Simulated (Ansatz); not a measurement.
# How fast states decay through Ba2ScClO3, part 2 of 2

Wanted: the relaxed cell of Ba2ScClO3, its band edges and its decay constants. It is built by putting Cl for F in the Ba2ScO3F structure of space group I4mm, with the volume rescaled by atomic radii. The parent structure comes from the Materials Project.

Ansatz 0.2.0; r2SCAN DFT, plane waves, PAW files (the session's first sound run).

So far, gap on the k-mesh (eV): step 3 (the bulk crystal and its band edges, r2SCAN) 4.19; step 6 (PBEsol, cutoff 420 eV) 3.68.

The structure was built from a prototype and need not be the compound's stable phase.

## (7) Complex bands at another level, cutoff 420 eV

This step: PBEsol DFT, plane waves, PAW files; complex bands by layer matching along the plane's normal (Ansatz 0.2.0).

The complex bands at that level, over its own gap, at (0, 0) and (-0.5, -0.5).

File input.yaml:

```yaml
crystal:
  lattice:
    - [4.133505879, 0.0, 0.0]
    - [0.0, 4.133505879, 0.0]
    - [2.06675294, 2.06675294, 8.420367931]
  atoms:
    - { symbol: Ba, position: [0.3993142543, 0.3993142543, 0.2013714914] }
    - { symbol: Ba, position: [0.6302698486, 0.6302698486, 0.7394603028] }
    - { symbol: Sc, position: [0.0208369577, 0.0208369577, 0.9583260846] }
    - { symbol: O, position: [0.4977207196, 0.9977207196, 0.0045585608] }
    - { symbol: O, position: [0.9977207196, 0.4977207196, 0.0045585608] }
    - { symbol: O, position: [0.1350311827, 0.1350311827, 0.7299376346] }
    - { symbol: Cl, position: [0.8191053076, 0.8191053076, 0.3617893848] }
kpoints:
  mp_grid: { grid: [6, 6, 6] }
scf:
  occupations: { method: fixed }
hamiltonian:
  xc: pbesol
output:
  eigenvalues: true
  transmission:
    leads: [[0, 0]]
    kpoints: [[0.0, 0.0], [-0.5, -0.5]]
    e_range: [-1.0, 4.68]
    de: 0.09
```

Command:

```
$ ansatz run input.yaml --threads 2 --pin off --max-ram 4096MiB --backend cpu --events-out ev --progress --plain --runs-dir out
```

The job ended after 11 s (2 threads of AMD EPYC 9R45, shared host; peak memory 0.59 GiB).

This step gave:

```yaml
fermi_energy: 6.677 eV
level_to_which_the_leads_are_filled: 1.838 eV from the Fermi level
decay_constant_at_the_filling_level_zone_centre: 0.3479 Å⁻¹
decay_constant_at_the_filling_level_slowest_listed_point: 0.3479 Å⁻¹
```

K parallel (0, 0); values up to 1.5 1/Å, a degenerate pair printed once or twice; energies at which all values exceed this have no row. Im kz of the slowest decaying states against energy, zero at the highest filled level on the SCF mesh:

| energy (eV) | decay 1 (Å⁻¹) | decay 2 (Å⁻¹) | decay 3 (Å⁻¹) | decay 4 (Å⁻¹) |
| --- | --- | --- | --- | --- |
| -1.000 | 0.317 | 0.710 | 0.731 | 1.08 |
| -0.460 | 0.277 | 0.446 | 0.499 | 0.755 |
| -0.010 | 0.327 | 0.511 | 0.535 | 0.748 |
| 0.530 | 0.354 | 0.538 | 0.630 | 0.722 |
| 0.980 | 0.362 | 0.526 | 0.677 | 0.689 |
| 1.520 | 0.358 | 0.502 | 0.638 | 0.714 |
| 1.970 | 0.345 | 0.474 | 0.584 | 0.736 |
| 2.510 | 0.316 | 0.432 | 0.501 | 0.756 |
| 2.960 | 0.279 | 0.388 | 0.407 | 0.765 |
| 3.500 | 0.208 | 0.215 | 0.316 | 0.687 |
| 4.040 | 0.0773 | 0.196 | 0.593 | 0.654 |
| 4.490 | 0.0114 | 0.0884 | 0.494 | 0.644 |

K parallel (-0.5, -0.5); values up to 1.5 1/Å, a degenerate pair printed once or twice; energies at which all values exceed this have no row. The Im kz of the slowest decaying states by energy, zero at the highest filled level on the SCF mesh:

| energy (eV) | decay 1 (Å⁻¹) | decay 2 (Å⁻¹) | decay 3 (Å⁻¹) | decay 4 (Å⁻¹) |
| --- | --- | --- | --- | --- |
| -1.00 | 0.327 | 0.578 | 1.09 | - |
| -0.73 | 0.297 | 0.709 | 0.940 | - |
| -0.55 | 0.367 | 0.762 | 0.846 | - |
| -0.28 | 0.414 | 0.440 | 0.964 | 1.49 |
| -0.10 | 0.433 | 0.512 | 0.990 | 1.48 |
| -0.01 | 0.442 | 0.568 | 0.996 | 1.35 |
| 0.17 | 0.455 | 0.631 | 1.000 | 1.47 |
| 0.35 | 0.466 | 0.672 | 0.996 | 1.46 |
| 0.62 | 0.479 | 0.720 | 0.978 | 1.44 |
| 0.80 | 0.486 | 0.749 | 0.959 | 1.43 |
| 1.07 | 0.494 | 0.800 | 0.913 | 1.41 |
| 1.25 | 0.498 | 0.856 | 1.39 | 1.41 |
| 1.52 | 0.503 | 0.851 | 1.37 | 1.39 |
| 1.70 | 0.505 | 0.847 | 1.35 | 1.38 |
| 1.97 | 0.508 | 0.837 | 1.31 | 1.37 |
| 2.15 | 0.509 | 0.829 | 1.29 | 1.36 |
| 2.42 | 0.511 | 0.815 | 1.26 | 1.35 |
| 2.60 | 0.512 | 0.805 | 1.23 | 1.34 |
| 2.87 | 0.515 | 0.786 | 1.19 | 1.32 |
| 3.05 | 0.518 | 0.773 | 1.16 | 1.31 |
| 3.32 | 0.531 | 0.750 | 1.10 | 1.29 |
| 3.50 | 0.553 | 0.733 | 1.04 | 1.28 |
| 3.77 | 0.592 | 0.704 | 0.940 | 1.26 |
| 3.95 | 0.491 | 0.682 | 0.995 | 1.25 |
| 4.22 | 0.395 | 0.644 | 1.00 | 1.23 |
| 4.40 | 0.307 | 0.614 | 0.994 | 1.22 |
| 4.67 | 0.313 | 0.551 | 0.969 | 1.20 |

At the listed wavevectors the last open channel is at -0.82 eV and the next at +3.68 eV on the grid, wider than the gap, since narrow bands can fall between grid energies. At +1.88 eV, the grid energy nearest the filling level (the middle of the gap on the SCF mesh), the slowest state at the listed wavevectors decays with κ = 0.348 Å⁻¹, its amplitude falling by e over 2.9 Å; the first such run, plane (001), gave 0.381 Å⁻¹ over as many of its listed wavevectors.

## (8) A repeat with changed settings: output.transmission.temperature = 200.0

This step: r2SCAN DFT, plane waves, PAW files; complex bands by layer matching along the plane's normal; changed: output.transmission.temperature = 200.0 (Ansatz 0.2.0).

This run repeats an earlier one, its twin (the complex run, plane (001)), with one setting changed (output.transmission.temperature; files written aside). It is meant to test how the leads' temperature enters. Where the input is shown as a difference, that is against the step before, not the twin.

Edit input.yaml of step 7 so:

```diff
@@ -18,3 +18,3 @@
 hamiltonian:
-  xc: pbesol
+  xc: r2scan
 output:
@@ -23,4 +23,5 @@
     leads: [[0, 0]]
-    kpoints: [[0.0, 0.0], [-0.5, -0.5]]
-    e_range: [-1.0, 4.68]
-    de: 0.09
+    kpoints: [[0.0, 0.0], [-0.5, -0.5], [0.5, 0.0]]
+    e_range: [-1.0, 5.19]
+    de: 0.1
+    temperature: 200.0
```

The job ended after 15 s (2 threads; peak memory 0.98 GiB).

Numbers from this step:

```yaml
free_energy: -16873.7733 eV
fermi_energy: 6.549 eV
gap_on_the_k_mesh: 4.195 eV
level_to_which_the_leads_are_filled: 2.097 eV from the Fermi level
decay_constant_at_the_filling_level_zone_centre: 0.3810 Å⁻¹
decay_constant_at_the_filling_level_slowest_listed_point: 0.381 Å⁻¹
```

K parallel (0, 0); values up to 1.5 1/Å, a degenerate pair printed once or twice; energies at which all values exceed this have no row. Im kz of the slowest decaying states against energy, zero at the highest filled level on the SCF mesh:

| energy (eV) | decay 1 (Å⁻¹) | decay 2 (Å⁻¹) | decay 3 (Å⁻¹) | decay 4 (Å⁻¹) |
| --- | --- | --- | --- | --- |
| -1.00 | 0.324 | 0.730 | 0.754 | 1.12 |
| -0.80 | 0.184 | 0.403 | 0.697 | 0.772 |
| -0.50 | 0.292 | 0.454 | 0.515 | 0.737 |
| -0.30 | 0.321 | 0.540 | 0.784 | 0.952 |
| 0.00 | 0.349 | 0.534 | 0.558 | 0.780 |
| 0.20 | 0.363 | 0.563 | 0.591 | 0.774 |
| 0.50 | 0.377 | 0.563 | 0.642 | 0.761 |
| 0.70 | 0.384 | 0.561 | 0.666 | 0.750 |
| 1.00 | 0.390 | 0.554 | 0.694 | 0.731 |
| 1.20 | 0.392 | 0.547 | 0.708 | 0.716 |
| 1.40 | 0.392 | 0.540 | 0.700 | 0.721 |
| 1.70 | 0.389 | 0.526 | 0.673 | 0.737 |
| 1.90 | 0.386 | 0.516 | 0.653 | 0.746 |
| 2.20 | 0.378 | 0.498 | 0.619 | 0.758 |
| 2.40 | 0.371 | 0.485 | 0.594 | 0.765 |
| 2.70 | 0.358 | 0.464 | 0.551 | 0.773 |
| 2.90 | 0.347 | 0.447 | 0.520 | 0.778 |
| 3.10 | 0.334 | 0.430 | 0.484 | 0.783 |
| 3.40 | 0.311 | 0.400 | 0.422 | 0.765 |
| 3.60 | 0.292 | 0.371 | 0.378 | 0.739 |
| 3.90 | 0.258 | 0.269 | 0.339 | 0.697 |
| 4.10 | 0.157 | 0.229 | 0.308 | 0.668 |
| 4.40 | 0.168 | 0.250 | 0.619 | 0.778 |
| 4.60 | 0.0772 | 0.0942 | 0.195 | 0.583 |
| 4.90 | 0.0429 | 0.0734 | 0.521 | 0.539 |
| 5.10 | 0.0941 | 0.472 | 0.646 | 0.746 |

K parallel (-0.5, -0.5); values up to 1.5 1/Å, a degenerate pair printed once or twice; energies at which all values exceed this have no row. The Im kz of the slowest decaying states by energy, zero at the highest filled level on the SCF mesh:

| energy (eV) | decay 1 (Å⁻¹) | decay 2 (Å⁻¹) | decay 3 (Å⁻¹) | decay 4 (Å⁻¹) |
| --- | --- | --- | --- | --- |
| -1.00 | 0.327 | 0.592 | 1.08 | - |
| -0.80 | 0.267 | 0.680 | 0.989 | - |
| -0.50 | 0.394 | 0.739 | 0.870 | - |
| -0.30 | 0.426 | 0.524 | 0.951 | - |
| 0.00 | 0.456 | 0.586 | 0.993 | 1.16 |
| 0.20 | 0.471 | 0.656 | 0.999 | - |
| 0.50 | 0.488 | 0.719 | 0.990 | 1.49 |
| 0.70 | 0.497 | 0.753 | 0.975 | 1.48 |
| 1.00 | 0.508 | 0.809 | 0.934 | 1.47 |
| 1.20 | 0.513 | 0.873 | 1.45 | 1.46 |
| 1.40 | 0.518 | 0.872 | 1.43 | 1.45 |
| 1.70 | 0.523 | 0.867 | 1.40 | 1.43 |
| 1.90 | 0.526 | 0.863 | 1.38 | 1.42 |
| 2.20 | 0.530 | 0.853 | 1.35 | 1.40 |
| 2.40 | 0.532 | 0.844 | 1.32 | 1.39 |
| 2.70 | 0.535 | 0.830 | 1.29 | 1.37 |
| 2.90 | 0.537 | 0.819 | 1.26 | 1.36 |
| 3.10 | 0.541 | 0.806 | 1.23 | 1.35 |
| 3.40 | 0.553 | 0.785 | 1.17 | 1.33 |
| 3.60 | 0.570 | 0.770 | 1.12 | 1.32 |
| 3.90 | 0.743 | 0.763 | 0.875 | 1.30 |
| 4.10 | 0.558 | 0.724 | 1.04 | 1.29 |
| 4.40 | 0.469 | 0.690 | 1.06 | 1.27 |
| 4.60 | 0.420 | 0.663 | 1.06 | 1.26 |
| 4.90 | 0.329 | 0.615 | 1.04 | 1.24 |
| 5.10 | 0.0992 | 0.573 | 1.02 | 1.22 |

K parallel (0.5, 0); values up to 1.5 1/Å, a degenerate pair printed once or twice; energies at which all values exceed this have no row. The Im kz of the slowest decaying states by energy, zero at the highest filled level on the SCF mesh:

| energy (eV) | decay 1 (Å⁻¹) | decay 2 (Å⁻¹) | decay 3 (Å⁻¹) | decay 4 (Å⁻¹) |
| --- | --- | --- | --- | --- |
| -1.00 | 0.160 | 0.457 | 0.646 | - |
| -0.80 | 0.236 | 0.465 | 0.893 | - |
| -0.50 | 0.348 | 0.398 | 0.769 | - |
| -0.30 | 0.414 | 0.500 | 0.770 | - |
| 0.00 | 0.449 | 0.574 | 0.776 | 1.49 |
| 0.20 | 0.467 | 0.604 | 0.779 | 1.49 |
| 0.50 | 0.489 | 0.638 | 0.781 | 1.48 |
| 0.70 | 0.500 | 0.657 | 0.781 | 1.48 |
| 1.00 | 0.515 | 0.680 | 0.779 | 1.49 |
| 1.20 | 0.523 | 0.694 | 0.776 | - |
| 1.40 | 0.530 | 0.709 | 0.772 | - |
| 1.70 | 0.541 | 0.738 | 0.764 | 1.39 |
| 1.90 | 0.548 | 0.757 | 0.774 | 1.31 |
| 2.20 | 0.561 | 0.746 | 0.788 | 1.25 |
| 2.40 | 0.574 | 0.709 | 0.737 | 1.29 |
| 2.70 | 0.615 | 0.723 | 1.32 | - |
| 2.90 | 0.602 | 0.712 | 1.34 | 1.49 |
| 3.10 | 0.589 | 0.699 | 1.39 | 1.41 |
| 3.40 | 0.570 | 0.679 | 1.28 | 1.49 |
| 3.60 | 0.558 | 0.664 | 1.22 | - |
| 3.90 | 0.498 | 0.579 | 0.640 | 1.15 |
| 4.10 | 0.456 | 0.596 | 0.621 | 1.10 |
| 4.40 | 0.399 | 0.590 | 0.629 | 1.00 |
| 4.60 | 0.355 | 0.567 | 0.757 | 0.829 |
| 4.90 | 0.258 | 0.527 | 0.553 | 0.952 |
| 5.10 | 0.179 | 0.487 | 0.495 | 0.955 |

The temperature enters the conductance and not T(E) itself. No conductance was computed here for it to change.

## (9) The same cell, other settings

This step: r2SCAN DFT, plane waves, PAW files; complex bands by layer matching along the plane's normal; changed: output.transmission.leads = [[0, 3], [1, 6]], scf.max_iter = 100 (Ansatz 0.2.0).

This run repeats an earlier one, its twin (the complex run, plane (001)), with two settings changed (output.transmission.leads, scf.max_iter; files written aside). The setting was drawn as a possible misstep, on purpose. Where the input is shown as a difference, that is against the step before, not the twin.

Edit input.yaml of step 8 so:

```diff
@@ -17,2 +17,3 @@
   occupations: { method: fixed }
+  max_iter: 100
 hamiltonian:
@@ -22,3 +23,3 @@
   transmission:
-    leads: [[0, 0]]
+    leads: [[0, 3], [1, 6]]
     kpoints: [[0.0, 0.0], [-0.5, -0.5], [0.5, 0.0]]
@@ -26,2 +27 @@
     de: 0.1
-    temperature: 200.0
```

The job ended after 0.11 s (2 threads; peak memory 0.12 GiB).

The program refused the input before any cycle.

The program's message: “Error: inconsistent input (output.transmission.leads, crystal): the sites of the lead [3, 0] differ in their species, or no multiple of their step up to half the cell repeats the moments and Hubbard p …”

The change that led to it: output.transmission.leads = [[0, 3], [1, 6]].

## (10) Results

* band gap: 4.19 eV
* least decay constant at mid-gap, normal to (001): 0.381 Å⁻¹
* least decay constant on a mesh, normal to (001): 0.381 Å⁻¹
* least decay constant, PBEsol: 0.348 Å⁻¹

What this shows: With r2SCAN, the slowest decay at the wavevectors tried is κ = 0.381 Å⁻¹, normal to (001). Through such a film the transmission near mid-gap falls as exp(−2κd), a factor of ten every 3.0 Å. A free electron under a barrier of half the gap would need a mass of 0.26 mₑ to decay at this rate. With PBEsol the gap goes from 4.19 to 3.68 eV and the decay constant, over the first 2 listed wavevectors, from 0.381 to 0.348 Å⁻¹. The compound is made up by substitution; its stability against other phases and against distortions of the cell's symmetry was not tested. r2SCAN still narrows gaps, if less than LDA and GGA do, so real decay constants are likely larger.

[Logs are printed without paths, hosts, clocks, repeated set-up lines and the standing remarks that a program may print on its own settings, such as how far it seeks lower states.]

[Hosts, paths, dates, database ids (printed as entryN), source tags and the programs' standing remarks are cut or masked in the printed files.]
